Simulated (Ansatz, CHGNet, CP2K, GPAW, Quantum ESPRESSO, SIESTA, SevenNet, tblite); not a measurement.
# Glassy 76SiO2-24MgO (mol %) (94 atoms) in tblite

How near does tblite come to plane waves for glassy 76SiO2-24MgO (mol %) (94 atoms)?

Calculated with tblite 0.8.0; the method is named at each step.

## Step 1: Starting point

The cell holds 94 atoms: 26 Si, 8 Mg and 60 O. Its edges and angles: a = 10.793 Å, b = 10.793 Å, c = 10.793 Å, α = 90.0°, β = 90.0°, γ = 90.0°. 94 atoms (26 Si, 8 Mg, 60 O) placed at random at 2.34 g/cm³, melted at 4000 K for 10 ps at fixed volume with the Morse and Coulomb pair potential with partial charges (Pedone, Malavasi, Menziani, Cormack and Segre, J. Phys. Chem. B 110, 11780 (2006)). Quenched from 4000 K to 300 K at 50 K/ps and fixed volume, held 10 ps at zero pressure. Then every atom was moved at random, 0.05 Å r.m.s. a Cartesian component.

The yardstick, on the same geometry:

* method: Kohn-Sham DFT, PBE, PAW, plane waves (Ansatz 0.2.0); cutoff 420 eV, Γ point, fermi-dirac smearing of 0.05 eV; PAW set soft_2
* r.m.s. force component: 2.761 eV/Å
* longest force: 15.49 eV/Å
* pressure: 5.547 GPa
* gap (highest filled to lowest empty level): 1.886 eV
* SCF cycles: 9
* time: 11 s on 8 threads of Arm Neoverse V1, shared host
* CPU time: 81 s

## Step 2: GFN1-xTB

Method: GFN1-xTB tight binding, diagonalisation.

The input, run.py:

```python
import numpy as np
from ase.io import read
from tblite.ase import TBLite

atoms = read("structure.xyz")
atoms.calc = TBLite(method="GFN1-xTB", electronic_temperature=580, accuracy=1.0, max_iterations=250, mixer_damping=0.4, verbosity=1)
energy = atoms.get_potential_energy()
forces = atoms.get_forces()
print(f"energy {energy:.6f} eV")
print("forces (eV/A)")
for i, (a, f) in enumerate(zip(atoms, forces)):
    print(f"{i:4d} {a.symbol:2s} {f[0]:10.5f} {f[1]:10.5f} {f[2]:10.5f}")
stress = -atoms.get_stress(voigt=False) * 160.21766
print("stress (GPa, compression positive)")
for row in stress:
    print(" ".join(f"{x:10.4f}" for x in row))
print("charges (e)")
print(np.array2string(atoms.get_charges(), precision=4, suppress_small=True, max_line_width=110, threshold=100000))
```

The input, structure.xyz:

```xyz
94
Lattice="10.79285 0.00000 0.00000 0.00000 10.79285 0.00000 0.00000 0.00000 10.79285" Properties=species:S:1:pos:R:3 pbc="T T T"
Si 4.18104 3.43277 8.21811
Si 2.12004 4.95327 9.93978
Si 1.86727 1.24398 8.39295
Si 1.22445 10.74720 3.00915
Si 0.41326 4.95554 7.09285
Si 9.47396 1.92739 9.01052
Si 7.88666 10.51990 8.37234
Si 8.59888 2.74160 2.44555
Si 0.74384 3.73497 1.78158
Si 7.43627 3.41270 5.06023
Si 7.14692 3.81937 8.19825
Si 3.30175 3.03765 3.36133
Si 7.43390 10.78368 3.27908
Si 5.83073 3.63071 1.36400
Si 1.73063 9.18256 7.17401
Si 3.15378 5.16524 5.68783
Si 0.09908 6.62314 3.10478
Si 2.47038 10.51990 0.30932
Si 6.49287 6.85961 8.66374
Si 9.21709 8.36457 9.61265
Si 5.74039 6.66566 0.88728
Si 8.33445 7.96296 1.59918
Si 10.14204 7.38879 6.12991
Si 1.52870 7.89292 9.74864
Si 7.64058 9.15061 5.56123
Si 5.17863 1.07000 4.62776
Mg 2.77916 7.88580 4.37510
Mg 9.61373 10.72777 1.08036
Mg 4.72284 9.05175 6.49352
Mg 5.78518 6.45445 5.02234
Mg 10.46799 2.06446 5.14733
Mg 5.36653 0.66106 10.30814
Mg 2.82568 7.56741 1.30960
Mg 4.50256 9.80142 2.39968
O 6.29730 8.63784 4.99504
O 5.85890 0.29367 3.48318
O 3.99854 10.50781 0.59145
O 2.21707 0.60354 9.83272
O 2.84402 8.73919 6.06170
O 3.76746 1.65735 4.07829
O 6.13671 2.44857 4.86337
O 5.61951 5.22266 1.00805
O 2.98789 2.31895 7.96750
O 0.41995 5.06401 2.65796
O 1.80143 8.97415 0.15132
O 8.51783 2.88083 4.02260
O 1.09429 4.79408 8.72203
O 9.34855 9.62075 8.74739
O 10.63862 7.72315 9.79332
O 10.19601 6.16822 7.10796
O 4.01634 4.37143 6.88033
O 2.05075 6.54565 10.44942
O 5.80709 2.84305 8.38227
O 10.67229 6.81698 4.61438
O 8.03668 10.34246 4.61524
O 4.52620 7.81759 1.64213
[... 34 atom lines left out ...]
O 1.57468 10.69312 7.42332
O 0.28752 1.89263 8.60946
O 1.63048 7.29553 2.75498
O 5.87811 7.47383 7.47934
```

Started as:

```
OMP_NUM_THREADS=1 python run.py > output.txt
```

The log of the run:

```text
------------------------------------------------------------
  cycle        total energy    energy error   density error
------------------------------------------------------------
      1     -318.2131248815  -3.2003747E+02   1.0884690E+00
      2     -332.8471792970  -1.4634054E+01   6.6444628E-01
      3     -337.4302813191  -4.5831020E+00   4.4578298E-01
      4     -341.1651546398  -3.7348733E+00   9.9200159E-02
      5     -341.4159274510  -2.5077281E-01   6.0465998E-02
      6     -341.5654827313  -1.4955528E-01   1.1005194E-02
      7     -341.5685453016  -3.0625703E-03   4.9197354E-03
      8     -341.5690523564  -5.0705479E-04   2.6753413E-03
      9     -341.5691969438  -1.4458739E-04   7.1352586E-04
     10     -341.5692086293  -1.1685567E-05   2.7351981E-04
     11     -341.5692110372  -2.4078391E-06   6.5882903E-05
     12     -341.5692111965  -1.5932676E-07   2.1762380E-05
     13     -341.5692112005  -4.0282089E-09   1.0583589E-05
------------------------------------------------------------
 total:                                   4.797 sec
energy -9294.571660 eV
forces (eV/A)
   0 Si    0.71930    0.53941   -1.41651
   1 Si   -3.80956   -0.14078    1.07439
   2 Si   -3.40905    0.54872   -0.36718
   3 Si   -2.13358   -1.39943    3.57176
   4 Si    1.95512   -4.29998    0.42753
   5 Si    1.24075    2.38306    3.48675
   6 Si    0.39124   -2.34938   -1.21189
   7 Si   -0.47963   -1.35067   -2.04400
   8 Si    1.11467    1.26714    1.93321
   9 Si   -4.00202    4.37498    0.05688
  10 Si    4.76144   -6.38729   -0.86145
  11 Si    5.06599    0.04042    3.37076
  12 Si    0.28964   -2.46841   -3.61108
  13 Si   -6.61285   -3.58174   -1.51705
  14 Si   -0.46631   -1.15927   -7.16424
  15 Si    5.12564   -1.41134   -1.28589
  16 Si    3.43845   -0.02917   -2.95868
  17 Si   -1.20575   -0.00776    1.73868
  18 Si    2.02948   -0.79151    4.75562
  19 Si    1.23968   -0.27335    0.76224
  20 Si   -2.65597    9.46638   -0.33543
  21 Si   10.92747   10.48590    5.01420
  22 Si   -1.19552    1.42690   -3.39462
  23 Si   -4.27757   -1.16280    5.20484
[...]
86 O     0.47343    2.42831   -2.69950
  87 O    -0.72319    0.61730    0.04362
  88 O    -0.08486   -0.39474    1.54717
  89 O    -3.43612   -2.08784    0.00229
  90 O     0.62381    3.96561    0.82698
  91 O     2.04839   -0.33209   -1.34949
  92 O    -1.25291   -0.67592    0.35560
  93 O    -3.07342    2.28749   -3.97596
stress (GPa, compression positive)
    7.4219     1.7615     1.6372
    1.7615    10.6692    -1.4828
    1.6372    -1.4828    12.3390
charges (e)
[ 0.5168  0.4929  0.4904  0.4077  0.4829  0.4642  0.462   0.5358  0.4873  0.4493  0.48    0.4685  0.5018
  0.4551  0.4797  0.4346  0.4546  0.4518  0.4427  0.4667  0.4564  0.4752  0.4982  0.4994  0.4596  0.4629
  0.776   0.7596  0.7643  0.7426  0.7414  0.7435  0.7957  0.7405 -0.4899 -0.2623 -0.4591 -0.2376 -0.479
 -0.2513 -0.2584 -0.2026 -0.2131 -0.2763 -0.3061 -0.2402 -0.2623 -0.2974 -0.2547 -0.2084 -0.2644 -0.2822
 -0.2542 -0.2408 -0.2391 -0.5351 -0.1994 -0.2489 -0.2502 -0.4778 -0.21   -0.2592 -0.3286 -0.4689 -0.4579
 -0.4262 -0.2942 -0.2362 -0.2781 -0.1835 -0.2728 -0.2926 -0.2255 -0.4175 -0.2166 -0.2959 -0.4633 -0.4635
 -0.2041 -0.4578 -0.2607 -0.4829 -0.2843 -0.2383 -0.2266 -0.2052 -0.4676 -0.2228 -0.2471 -0.2023 -0.2169
 -0.2462 -0.496  -0.4   ]
```

It took 5.4 s on 1 thread of Arm Neoverse V1, shared host; peak memory 0.13 GiB.

Banners, paths, timers and routine set-up lines are dropped from the logs unmarked, and long logs keep their key lines alone; longer cuts are marked.

Numbers from this run, and their distance from the reference:

| Item | Value |
| --- | --- |
| r.m.s. force component | 2.572 eV/Å |
| r.m.s. difference of force components | 628.4 meV/Å |
| longest difference of force vectors | 3080 meV/Å |
| force difference over r.m.s. force | 22.76 % |
| slope of forces against the reference's | 0.9079 |
| correlation of force components | 0.9747 |
| pressure | 10.14 GPa |
| pressure difference | 4.596 GPa |

Length of the force difference by element (eV/Å):

```
element  atoms  mean  most
     Mg      8   1.0   1.8
      O     60  0.68   1.6
     Si     26   1.5   3.1
```

Local excerpt of 13 atoms (numbers count through the whole input) about O56, whose charge lies farthest from its element's mean; x, y, z are measured from there.

```csv
atom,x,y,z,distance (Å),bonds,Mulliken charge (e),Fx,Fy,Fz (eV/Å)
O56,0.00,0.00,0.00,0.00,3,-0.54,3.17,-1.88,-0.17
Mg33,-1.70,-0.25,-0.33,1.75,4,0.80,-1.59,-0.20,0.38
Si21,1.21,-1.15,-0.75,1.84,4,0.46,-2.66,9.47,-0.34
Mg34,-0.02,1.98,0.76,2.12,4,0.74,-0.61,0.01,0.22
O72,1.00,-0.77,-2.30,2.62,2,-0.29,1.36,-0.12,-2.78
O70,2.73,-0.68,-0.36,2.84,2,-0.18,-10.69,-8.02,-2.56
O42,1.09,-2.59,-0.63,2.89,2,-0.20,-1.16,-7.35,0.82
O37,-0.53,2.69,-1.05,2.94,3,-0.46,2.46,-0.58,0.51
O93,-2.90,-0.52,1.11,3.15,3,-0.50,-1.25,-0.68,0.36
Mg27,-1.75,0.07,2.73,3.24,4,0.78,-0.55,0.35,-0.60
O60,-2.02,1.89,1.80,3.30,3,-0.48,0.11,0.91,-0.47
O45,-2.72,1.16,-1.49,3.31,3,-0.31,1.07,1.04,-0.06
O52,-2.48,-1.27,-1.99,3.42,3,-0.28,1.59,-1.49,-0.29
```

Atoms are counted from 1 here, from 0 in the log.

Forces lie 23 % from the reference's, at 0.066 times its CPU time (on 1 against 8 cores).

## Step 3: What came out

```yaml
force_difference_from_the_reference: tblite GFN1-xTB, 23 %
its_cpu_time: 5.4 s
```

**Reading.** Tight binding differs by 23 % (tblite GFN1-xTB); it is another model, with fitted parameters of its own, and the xTB methods hold dispersion. One electronic-structure run takes under half the reference's CPU time: tblite GFN1-xTB, at 23 % in 5.4 s against 81 s; its pressure misses by +4.6 GPa. Periodic xTB results under one method name differ between programs and library versions. Forces of 2.8 eV/Å r.m.s. are well above thermal ones: they come largely from the bond lengths of the classical model and from the random displacements, and they dominate the comparison. The quench rate of 50 K/ps is many orders above laboratory rates, so the cell is likely richer in defects and strain than a real sample. The network of bonds at the start is that of the classical potential that made the cell, and needn't be the one that DFT or experiment would give. The reference's stress is far from hydrostatic: its diagonal is 2.9, 5.9, 7.8 GPa, compression counted positive. The electronic-structure runs sample only Γ, in a cell whose shortest periodic width is 11 Å.

[Also dropped from logs without a mark: logging warnings of Python, and SIESTA's first energy breakdown and zero terms.]

[Logs are printed without paths, hosts, clocks, repeated set-up lines and the standing remarks that a program may print on its own settings, such as how far it seeks lower states.]

[Hosts, paths, dates, database ids (printed as entryN), source tags and the programs' standing remarks are cut or masked in the printed files.]
